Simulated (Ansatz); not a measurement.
Two G0W0 runs on H6PbCBr3N (Pm).

```
H Pb C Br N
1.0
     6.03853    0.00000    0.00000
     0.00000    6.05968    0.00000
    -0.00768    0.00000    6.12817
H Pb C Br N
6 1 1 3 1
Cartesian
  1.3105 5.2241 5.9332
  1.0720 0.0000 1.2173
  4.9819 5.1625 0.3776
  5.2433 0.0000 4.9743
  4.9819 0.8972 0.3776
  1.3105 0.8356 5.9332
  2.8662 3.0298 2.9292
  5.4108 0.0000 6.0578
  2.5893 3.0298 5.9612
  2.6219 0.0000 3.1420
  5.8331 3.0298 2.7009
  0.8488 0.0000 0.1990
```

The cell and positions are those that the Materials Project relaxed with its own functionals (PBE, PBE+U or r2SCAN), kept fixed. Spin-orbit coupling is left out unless a run names it. PAW set soft_2, made with PBE.

The first (Ansatz 0.2.0; start r2SCAN, 2×2×2 mesh, 153 empty bands, screening to 45 eV; 1 × NVIDIA H100 80GB HBM3 (shared by 6 runs) with 3 threads of AMD EPYC 7R13 (Zen 3), shared host) gave, on its mesh: starting gap 2.42 eV, G0W0 gap 3.22 eV, RPA ε∞ (mean) 5.44, 8.2 s.

Q: The second changes empty bands from 153 to 434 and screening cutoff (eV) from 45 to 90. What does it give?

It gave: starting gap 2.42 eV, G0W0 gap 3.37 eV, RPA ε∞ (mean) 5.38, 11 s. The G0W0 gap moves by +0.15 eV, +0.00 eV from the start and +0.15 eV from the correction. Σc changes by −0.39 eV at the valence top and −0.24 eV at the conduction bottom, and Σx − Vxc between them by +0.00 eV.

Limits: not at the basis limit; no spin-orbit coupling; coarse k mesh.

[Paths, hosts, dates, memory and timing lines, banners, echoed tables and standing remarks are left out of the program output.]

[Logs are printed without paths, hosts, clocks, repeated set-up lines and the standing remarks that a program may print on its own settings, such as how far it seeks lower states.]

[Runs of the session that timed out or met a known fault of the program may be left out.]

[Cells called generated may have been cut or substituted from an entry of the Crystallography Open Database or the Materials Project.]

[Hosts, paths, dates, database ids (printed as entryN), source tags and the programs' standing remarks are cut or masked in the printed files.]
